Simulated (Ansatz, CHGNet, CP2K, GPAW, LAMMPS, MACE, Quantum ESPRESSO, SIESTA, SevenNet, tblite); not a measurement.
# SIESTA on rapidly quenched Si57Al14Cu29 (at. %) (111 atoms): settings against a plane-wave reference

How do the settings of SIESTA change the result for rapidly quenched Si57Al14Cu29 (at. %) (111 atoms)? A plane-wave run serves as the yardstick.

Program: SIESTA 5.4.2. Level of theory: the method is named at each step. Results are calculated unless marked as measured.

In doubt: a PseudoDojo file used here is known to give poor structures and forces (steps 2, 3), which bears on pressures, cells, forces and phonons.

## 1. Set-up

The cell holds 111 atoms: 63 Si, 16 Al and 32 Cu. Its edges and angles: a = 12.242 Å, b = 12.242 Å, c = 12.242 Å, α = 90.0°, β = 90.0°, γ = 90.0°. 111 atoms (63 Si, 16 Al, 32 Cu) placed at random at 3.66 g/cm³, melted at 2000 K for 10 ps at fixed volume with the MEAM Al-Si-Mg-Cu-Fe potential (Jelinek et al., Phys. Rev. B 85, 245102 (2012)). Quenched from 2000 K to 300 K at 10 K/ps and zero pressure, held 5 ps, then minimised at fixed cell.

The yardstick, on the same geometry:

* method: Kohn-Sham DFT, PBE, SSSP efficiency 1.3.0 pseudopotentials, plane waves (Quantum ESPRESSO 7.5); sssp-pbe-1.3.0-efficiency, cutoffs 60/480 Ry, Γ point
* r.m.s. force component: 0.6806 eV/Å
* longest force: 4.362 eV/Å
* pressure: -1.918 GPa
* time: 8.9 min on 4 MPI ranks of Arm Neoverse V2, shared host
* CPU time: 36 min

## 2. PBE, DZP, shift 0.01 Ry, mesh 500 Ry

Method: Kohn-Sham DFT, PBE, PseudoDojo 0.4.1 norm-conserving pseudopotentials (converted to PSML), numerical atomic orbitals (DZP), diagonalisation.

The .psml files are PseudoDojo norm-conserving potentials that we converted to this format, checked against plane waves on the same files for H, C, O, Si, Ge and Ca alone.

File input.fdf:

```
SystemLabel cell
NumberOfAtoms 111
NumberOfSpecies 3
%block ChemicalSpeciesLabel
  1 14 Si
  2 13 Al
  3 29 Cu
%endblock ChemicalSpeciesLabel
LatticeConstant 1.0 Ang
%block LatticeVectors
  12.24240 0.00000 0.00000
  0.00000 12.24240 0.00000
  0.00000 0.00000 12.24240
%endblock LatticeVectors
PAO.BasisSize DZP
PAO.EnergyShift 0.01 Ry
XC.Functional GGA
XC.Authors PBE
MeshCutoff 500 Ry
%block kgrid_Monkhorst_Pack
  1 0 0 0.0
  0 1 0 0.0
  0 0 1 0.0
%endblock kgrid_Monkhorst_Pack
SolutionMethod diagon
OccupationFunction FD
ElectronicTemperature 580 K
SCF.Mixer.Method Pulay
SCF.Mixer.Weight 0.05
SCF.Mixer.History 8
SCF.Mix Hamiltonian
MaxSCFIterations 300
SCF.DM.Tolerance 1e-04
SCF.H.Tolerance 1.0e-3 eV
WriteForces T
Write.HirshfeldPop T
Write.VoronoiPop T
Write.DM F
Write.H F
XML.Write F
AtomicCoordinatesFormat Fractional
%block AtomicCoordinatesAndAtomicSpecies
  0.19464 0.45962 0.62883 1
  0.97621 0.63708 0.59400 1
  0.31614 0.06011 0.16722 1
  0.91174 0.98322 0.50904 1
  0.65858 0.19460 0.00314 1
  0.14568 0.89108 0.77380 1
  0.61596 0.26645 0.53924 1
  0.36869 0.58358 0.22458 1
  0.05997 0.09748 0.20454 1
  0.64374 0.78397 0.08572 1
  0.23308 0.17219 0.32502 1
  0.48860 0.02060 0.29666 1
  0.32954 0.89820 0.64650 1
  0.52642 0.23182 0.19398 1
  0.56774 0.99091 0.07144 1
  0.57684 0.04542 0.57866 1
  0.14002 0.40646 0.30488 1
  0.62933 0.15797 0.77982 1
  0.60809 0.49455 0.26794 1
  0.25592 0.52847 0.89326 1
  0.27560 0.97911 0.41602 1
  0.79426 0.98058 0.08033 1
  0.73899 0.06720 0.40789 1
  0.90133 0.96236 0.28226 1
  0.70432 0.57336 0.55090 1
  0.00150 0.89713 0.95940 1
  0.44928 0.73955 0.46941 1
  0.50907 0.46986 0.56683 1
  0.67785 0.71006 0.87915 1
  0.50730 0.33947 0.88364 1
  0.46031 0.12698 0.94546 1
  0.12486 0.74181 0.04049 1
  0.86886 0.38315 0.34445 1
  0.64615 0.88205 0.39456 1
  0.32274 0.77286 0.84285 1
  0.12785 0.68561 0.81979 1
  0.73387 0.90647 0.66141 1
  0.54914 0.79036 0.72902 1
  0.43040 0.08660 0.72388 1
  0.48622 0.57685 0.89873 1
  0.94315 0.29519 0.12070 1
  0.41473 0.16056 0.47202 1
  0.94910 0.82855 0.68262 1
  0.18865 0.06340 0.58795 1
  0.79378 0.68271 0.29498 1
  0.56357 0.71618 0.27458 1
  0.18580 0.85533 0.25269 1
  0.04390 0.47270 0.99642 1
  0.08638 0.21340 0.85943 1
  0.82608 0.77249 0.49691 1
  0.30720 0.96425 0.96555 1
  0.89368 0.65687 0.81099 1
  0.39937 0.85074 0.21060 1
  0.31048 0.33034 0.05903 1
  0.64188 0.95396 0.86907 1
  0.22402 0.75804 0.51078 1
[... 51 atom lines left out ...]
  0.32089 0.21468 0.63632 3
  0.45034 0.83919 0.03475 3
  0.48852 0.34003 0.39400 3
  0.01493 0.27990 0.28827 3
%endblock AtomicCoordinatesAndAtomicSpecies
```

Started as:

```
> OMP_NUM_THREADS=1 mpirun -np 4 siesta < input.fdf > output.txt
```

The log of the run:

```text
Version         : 5.4.2
reinit: System Name:
reinit: System Label: cell
initatom: Reading input for the pseudopotentials and atomic orbitals ----------
Species number:   1 Atomic number:   14 Label: Si
Species number:   2 Atomic number:   13 Label: Al
Species number:   3 Atomic number:   29 Label: Cu
Ground state valence configuration (from tables):   3s02  3p02  3d00  4f00
Ground state valence configuration (from tables):   3s02  3p01  3d00  4f00
Ground state valence configuration (from tables):   4s01  4p00  3d10  4f00
---- Processing specs for species: Si
GGA--PBE XC_GGA_X_PBE--XC_GGA_C_PBE pb
---- Processing specs for species: Al
GGA--PBE XC_GGA_X_PBE--XC_GGA_C_PBE pb
---- Processing specs for species: Cu
GGA--PBE XC_GGA_X_PBE--XC_GGA_C_PBE pb
Semicore shell(s) with  8 electrons included in the valence for Cu
Semicore shell(s): 3s 3p
Fallback to non-perturbative polarization scheme for Cu
Please see the manual if this is not desired in principle
Si pseudopotential only contains V_ls up to l=2 -- lmxkb reset.
Al pseudopotential only contains V_ls up to l=2 -- lmxkb reset.
Cu pseudopotential only contains V_ls up to l=2 -- lmxkb reset.
Using PAO.SplitTailNorm
%block ChemicalSpeciesLabel
    1   14 Si                      # Species index, atomic number, species label
    2   13 Al                      # Species index, atomic number, species label
    3   29 Cu                      # Species index, atomic number, species label
%endblock ChemicalSpeciesLabel
%block PAO.Basis                 # Define Basis set
Si                    2                    # Species label, number of l-shells
 n=3   0   2                         # n, l, Nzeta
   5.392      3.847
   1.000      1.000
 n=3   1   2 P   1                   # n, l, Nzeta, Polarization, NzetaPol
   6.844      4.952
[...]
Al                    2                    # Species label, number of l-shells
 n=3   0   2                         # n, l, Nzeta
[...]
n=3   1   2 P   1                   # n, l, Nzeta, Polarization, NzetaPol
[...]
Cu                    5                    # Species label, number of l-shells
 n=3   0   1                         # n, l, Nzeta
   2.152
   1.000
 n=4   0   2                         # n, l, Nzeta
[...]
n=3   1   1                         # n, l, Nzeta
   2.384
   1.000
 n=4   1   1                         # n, l, Nzeta
   6.292
   1.000
 n=3   2   2                         # n, l, Nzeta
   4.057      2.474
   1.000      1.000
%endblock PAO.Basis
coor:   Atomic-coordinates input format  =     Fractional
siesta: System type = bulk
initatomlists: Number of atoms, orbitals, and projectors:    111  1635  1998
siesta: ******************** Simulation parameters ****************************
Total number of electrons:   908.000000
Total ionic charge:   908.000000
 Kpoints in:            1 . Kpoints trimmed:            1
siesta: k-grid: Number of k-points = 1
siesta: k-points from Monkhorst-Pack grid
siesta: k-cutoff (effective) =     6.121 Ang
siesta: k-point supercell and displacements
siesta: k-grid:     1     0     0      0.000
siesta: k-grid:     0     1     0      0.000
siesta: k-grid:     0     0     1      0.000
                     ====================================
                        Single-point calculation
                     ====================================
outcell: Unit cell vectors (Ang):
       12.242400    0.000000    0.000000
        0.000000   12.242400    0.000000
        0.000000    0.000000   12.242400
outcell: Cell vector modules (Ang)   :   12.242400   12.242400   12.242400
outcell: Cell angles (23,13,12) (deg):     90.0000     90.0000     90.0000
outcell: Cell volume (Ang**3)        :   1834.8463
Gamma-point calculation with multiply-connected orbital pairs
Gamma-point calculation with multiply-connected orbital pairs
Folding of H and S implicitly performed
Folding of H and S implicitly performed
new_DM -- step:     1
Initializing Density Matrix...
Attempting to read DM from file... Failed...
DM filled with atomic data:
InitMesh: MESH = 180 x 180 x 180 = 5832000
InitMesh: Mesh cutoff (required, used) =   500.000   597.467 Ry
stepf: Fermi-Dirac step function
        iscf     Eharris(eV)        E_KS(eV)     FreeEng(eV)     dDmax    Ef(eV) dHmax(eV)
   scf:    1  -133120.163056  -160188.241925  -160189.088230  1.426528  0.588202171.609320
   scf:    2  -171303.040741  -171212.879560  -171213.378786  1.383742 -2.469567196.034959
   scf:    3  -173086.195982  -172987.566814  -172987.986643  1.386424 -2.894973 34.333410
   scf:    4  -173332.496902  -173197.210377  -173197.564045  0.119464 -3.146731 13.783722
   scf:    5  -173292.153644  -173252.804986  -173253.143153  0.087522 -3.281341  7.055515
[...]
scf:   23  -173275.005365  -173275.005353  -173275.336323  0.000055 -3.541519  0.001047
   scf:   24  -173275.005371  -173275.005362  -173275.336325  0.000040 -3.541565  0.000615
SCF Convergence by DM+H criterion
max |DM_out - DM_in|         :     0.0000401438
max |H_out - H_in|      (eV) :     0.0006150133
SCF cycle converged after 24 iterations
Using DM_out to compute the final energy and forces
siesta: E_KS(eV) =          -173275.0054
siesta: E_KS - E_eggbox =   -173275.0054
siesta: Atomic forces (eV/Ang):
     1    0.625297   -1.863124   -0.025083
     2    0.003756    0.667564   -0.547593
     3   -1.117252   -1.767632    1.338773
[...]
110    0.069974    0.076503   -0.264683
   111    0.108618   -1.755271    0.347613
----------------------------------------
   Tot   -0.000174    0.007553   -0.004751
----------------------------------------
   Max    3.749281
   Res    0.719644    sqrt( Sum f_i^2 / 3N )
----------------------------------------
   Max    3.749281    constrained
Stress tensor Voigt[x,y,z,yz,xz,xy] (kbar):       21.98       16.89       14.74       -3.78      -11.33       -4.76
(Free)E + p*V (eV/cell)  -173295.8024
Target enthalpy (eV/cell)  -173275.3363
siesta: Program's energy decomposition (eV):
siesta: Ebs     =    -27019.591069
siesta: Eions   =    217100.087937
siesta: Ena     =     14865.138971
siesta: Ekin    =     78454.746391
siesta: Enl     =    -27803.272447
siesta: DEna    =      1562.175163
siesta: DUscf   =       105.956613
siesta: Ex      =    -21935.827460
siesta: Ec      =     -1423.834657
siesta: Exc     =    -23359.662117
siesta: Eharris =   -173275.005371
siesta: Etot    =   -173275.005362
siesta: FreeEng =   -173275.336325
siesta: Final energy (eV):
siesta:  Band Struct. =  -27019.591069
siesta:       Kinetic =   78454.746391
siesta:       Hartree =   86046.558440
siesta:         Exch. =  -21935.827460
siesta:         Corr. =   -1423.834657
siesta:   Exch.-corr. =  -23359.662117
siesta:  Ion-electron = -253408.975436
siesta:       Ion-ion =  -61007.672640
siesta:         Total = -173275.005362
siesta:         Fermi =      -3.541565
siesta: Stress tensor (static) (eV/Ang**3):
siesta:     0.013721   -0.002968   -0.007069
siesta:    -0.002968    0.010541   -0.002357
siesta:    -0.007069   -0.002357    0.009201
siesta: Cell volume =       1834.846322 Ang**3
siesta: Pressure (static):
siesta:                Solid            Molecule  Units
siesta:          -0.00012148         -0.00005181  Ry/Bohr**3
siesta:          -0.01115412         -0.00475679  eV/Ang**3
siesta:         -17.87086606         -7.62121563  kBar
    Orbital volume contribution        =          83.933776 eV
    (Free)E + p_basis*V_orbitals       =     -173191.402549 eV
    (Free)Eharris+ p_basis*V_orbitals  =     -173191.402558 eV
Hirshfeld Atomic Populations:
Atom #   charge [q] valence [e]  Species
     1    -0.218936    4.218936  Si
     2    -0.249580    4.249580  Si
     3    -0.147406    4.147406  Si
[...]
64    -0.101467    3.101467  Al
    65    -0.089643    3.089643  Al
    66    -0.084512    3.084512  Al
[...]
80     0.443227   18.556773  Cu
    81     0.380702   18.619298  Cu
    82     0.369548   18.630452  Cu
[...]
--------------------
 Total    -0.000082
Voronoi Atomic Populations:
Atom #   charge [q] valence [e]  Species
[...]
62    -0.139004    4.139004  Si
    63    -0.180459    4.180459  Si
[...]
78     0.049034    2.950966  Al
    79     0.056721    2.943279  Al
[...]
110     0.260858   18.739142  Cu
   111     0.369121   18.630879  Cu
--------------------
 Total    -0.000082
```

Run time: 6.5 min. Hardware: 4 MPI ranks of Arm Neoverse V2, shared host; peak memory 5.1 GiB; 26 min of CPU time.

Banners, paths, timers and routine set-up lines are dropped from the logs unmarked, and long logs keep their key lines alone; longer cuts are marked.

Against the reference:

- r.m.s. force component: 0.7196 eV/Å
- r.m.s. difference of force components: 60.14 meV/Å
- longest difference of force vectors: 280.8 meV/Å
- force difference over r.m.s. force: 8.835 %
- slope of forces against the reference's: 1.055
- correlation of force components: 0.9979
- pressure: -1.787 GPa
- pressure difference: 0.1306 GPa

Length of the force difference by element (eV/Å):

| element | atoms | mean | most |
| --- | --- | --- | --- |
| Al | 16 | 0.094 | 0.19 |
| Cu | 32 | 0.11 | 0.22 |
| Si | 63 | 0.085 | 0.28 |

Local excerpt of 9 atoms (numbers count through the whole input) about Si27, picked at random; x, y, z are measured from there.

| atom | x | y | z | distance (Å) | bonds | Hirshfeld charge (e) | Fx | Fy | Fz (eV/Å) |
| --- | --- | --- | --- | --- | --- | --- | --- | --- | --- |
| Si27 | 0.00 | 0.00 | 0.00 | 0.00 | 7 | -0.30 | -0.20 | -0.38 | 0.68 |
| Cu85 | 0.04 | 2.39 | 0.14 | 2.39 | 7 | 0.43 | 0.42 | -0.06 | -0.07 |
| Cu96 | 0.28 | -2.18 | -0.97 | 2.40 | 7 | 0.39 | -0.26 | -0.35 | 0.42 |
| Cu95 | -1.73 | -0.19 | -1.67 | 2.41 | 7 | 0.39 | -0.28 | 0.18 | 0.71 |
| Cu99 | 2.19 | 0.22 | 1.06 | 2.45 | 7 | 0.41 | 0.38 | 0.35 | 0.04 |
| Si58 | -1.01 | -0.92 | 2.35 | 2.72 | 8 | -0.16 | -0.19 | 0.36 | -0.05 |
| Si46 | 1.40 | -0.29 | -2.39 | 2.78 | 9 | -0.12 | -0.23 | 0.24 | -0.45 |
| Si56 | -2.76 | 0.23 | 0.51 | 2.81 | 8 | -0.25 | 0.52 | -0.40 | -0.40 |
| Si34 | 2.41 | 1.74 | -0.92 | 3.11 | 7 | -0.21 | -1.08 | 0.64 | 1.27 |

Forces lie 8.8 % from the reference's, at 0.73 times its CPU time.

## 3. PBE, SZ, shift 0.01 Ry, mesh 500 Ry

Method: Kohn-Sham DFT, PBE, PseudoDojo 0.4.1 norm-conserving pseudopotentials (converted to PSML), numerical atomic orbitals (SZ), diagonalisation.

Edit input.fdf of step 2 so:

```diff
@@ -14,3 +14,3 @@
 %endblock LatticeVectors
-PAO.BasisSize DZP
+PAO.BasisSize SZ
 PAO.EnergyShift 0.01 Ry
```

Started as:

```
> OMP_NUM_THREADS=1 siesta < input.fdf > output.txt
```

The log of the run:

```text
Version         : 5.4.2
reinit: System Name:
reinit: System Label: cell
initatom: Reading input for the pseudopotentials and atomic orbitals ----------
Species number:   1 Atomic number:   14 Label: Si
Species number:   2 Atomic number:   13 Label: Al
Species number:   3 Atomic number:   29 Label: Cu
Ground state valence configuration (from tables):   3s02  3p02  3d00  4f00
Ground state valence configuration (from tables):   3s02  3p01  3d00  4f00
Ground state valence configuration (from tables):   4s01  4p00  3d10  4f00
---- Processing specs for species: Si
[... lines left out ...]
        iscf     Eharris(eV)        E_KS(eV)     FreeEng(eV)     dDmax    Ef(eV) dHmax(eV)
[... lines left out ...]
SCF Convergence by DM+H criterion
[... lines left out ...]
SCF cycle converged after 24 iterations
[... lines left out ...]
   Max    3.813042
[... lines left out ...]
   Max    3.813042    constrained
Stress tensor Voigt[x,y,z,yz,xz,xy] (kbar):     -104.27      -96.44     -108.89        0.57       -9.97       -5.71
[... lines left out ...]
siesta: FreeEng =   -173140.571217
[... lines left out ...]
siesta:         Fermi =      -2.660524
[... lines left out ...]
siesta:    -0.006220    0.000354   -0.067966
siesta: Cell volume =       1834.846322 Ang**3
siesta: Pressure (static):
siesta:                Solid            Molecule  Units
siesta:           0.00070155          0.00083920  Ry/Bohr**3
siesta:           0.06441365          0.07705147  eV/Ang**3
siesta:         103.20203916        123.45006218  kBar
    Orbital volume contribution        =          40.846302 eV
    (Free)E + p_basis*V_orbitals       =     -173099.724915 eV
    (Free)Eharris+ p_basis*V_orbitals  =     -173099.724917 eV
Hirshfeld Atomic Populations:
Atom #   charge [q] valence [e]  Species
     1    -0.261974    4.261974  Si
     2    -0.286996    4.286996  Si
     3    -0.170196    4.170196  Si
[...]
64    -0.166922    3.166922  Al
    65    -0.101550    3.101550  Al
    66    -0.086922    3.086922  Al
[...]
80     0.517409   18.482591  Cu
    81     0.476117   18.523883  Cu
    82     0.457269   18.542731  Cu
[...]
--------------------
 Total    -0.000020
Voronoi Atomic Populations:
Atom #   charge [q] valence [e]  Species
[...]
62    -0.241537    4.241537  Si
    63    -0.295060    4.295060  Si
[...]
78     0.000385    2.999615  Al
    79     0.070115    2.929885  Al
[...]
110     0.460393   18.539607  Cu
   111     0.567612   18.432388  Cu
--------------------
 Total    -0.000020
```

The job ended after 6 min (1 thread; peak memory 2 GiB).

Compared with the plane-wave run:

- r.m.s. force component: 0.8809 eV/Å
- r.m.s. difference of force components: 385.9 meV/Å
- longest difference of force vectors: 1404 meV/Å
- force difference over r.m.s. force: 56.69 %
- slope of forces against the reference's: 1.177
- correlation of force components: 0.9093
- pressure: 10.32 GPa
- pressure difference: 12.24 GPa

This is a coarse setting, run to see what it loses.

Against the first run (8.8 %), the force difference from the reference is 57 %, at 0.23 times the CPU time (on 1 against 4 cores), with 636 basis functions against 1635: the smaller basis costs accuracy.

## 4. Side by side

Differences are against the plane-wave reference, forces as r.m.s. over components; share is that over the reference's r.m.s. force, slope the least-squares factor from reference forces to these. Total energies of different programs have different zeros and aren't compared.

| run | Δ force, r.m.s. (meV/Å) | share (%) | slope | Δ pressure (GPa) | cores | CPU time | memory (GiB) |
| --- | --- | --- | --- | --- | --- | --- | --- |
| reference | - | - | - | - | 4 | 36 min | 8.6 |
| SIESTA PBE, DZP, shift 0.01 Ry, mesh 500 Ry | 60.1 | 8.84 | 1.055 | 0.131 | 4 | 26 min | 5.1 |
| SIESTA PBE, SZ, shift 0.01 Ry, mesh 500 Ry (coarse) | 386 | 56.7 | 1.177 | 12.2 | 1 | 6 min | 2.0 |

Rows marked coarse were listed beforehand as settings not expected to be converged; some can still land near the reference.

CPU time is summed over cores on a shared host, where runs went side by side, so it is rough. Symmetry, cutoffs, thresholds, outputs and thread counts weren't matched or tuned between programs; memory under MPI is the largest rank's times the ranks.

## 5. Results

| Quantity | Value |
| --- | --- |
| nearest in forces | SIESTA PBE, DZP, shift 0.01 Ry, mesh 500 Ry, 8.8 % |
| its CPU time | 26 min |

What this shows: The PBE run in local orbitals, coarse settings apart, differs by 8.8 % (SIESTA PBE, DZP, shift 0.01 Ry, mesh 500 Ry); basis, grid and potentials can all enter. Runs with settings chosen to be coarse differ by 57 % (SIESTA PBE, SZ, shift 0.01 Ry, mesh 500 Ry), their programs' other errors included. One electronic-structure run takes under half the reference's CPU time: SIESTA PBE, SZ, shift 0.01 Ry, mesh 500 Ry, at 57 % in 6 min against 36 min; its pressure misses by +12.2 GPa. In pressure, SIESTA PBE, SZ, shift 0.01 Ry, mesh 500 Ry misses by +12.2 GPa, at the same functional. The potentials hold different valence shells: 652 electrons in the reference, 908 in SIESTA; this bears on time and differences. The reference's pressure holds the uncorrected Pulay stress of its 60 Ry basis, so small pressure differences, and their order, may be the reference's own error. A potential file of the SIESTA runs is in doubt, which bears on their forces and pressure. The quench rate of 10 K/ps is many orders above laboratory rates, so the cell is likely richer in defects and strain than a real sample. The network of bonds at the start is that of the classical potential that made the cell, and needn't be the one that DFT or experiment would give. The reference's pressure of -1.9 GPa belongs to a cell and atoms that aren't relaxed at this level. The electronic-structure runs sample only Γ, in a cell whose shortest periodic width is 12 Å, which is coarse for a cell with partly filled levels.

[Also dropped from logs without a mark: logging warnings of Python, and SIESTA's first energy breakdown and zero terms.]

[Logs are printed without paths, hosts, clocks, repeated set-up lines and the standing remarks that a program may print on its own settings, such as how far it seeks lower states.]

[Hosts, paths, dates, database ids (printed as entryN), source tags and the programs' standing remarks are cut or masked in the printed files.]
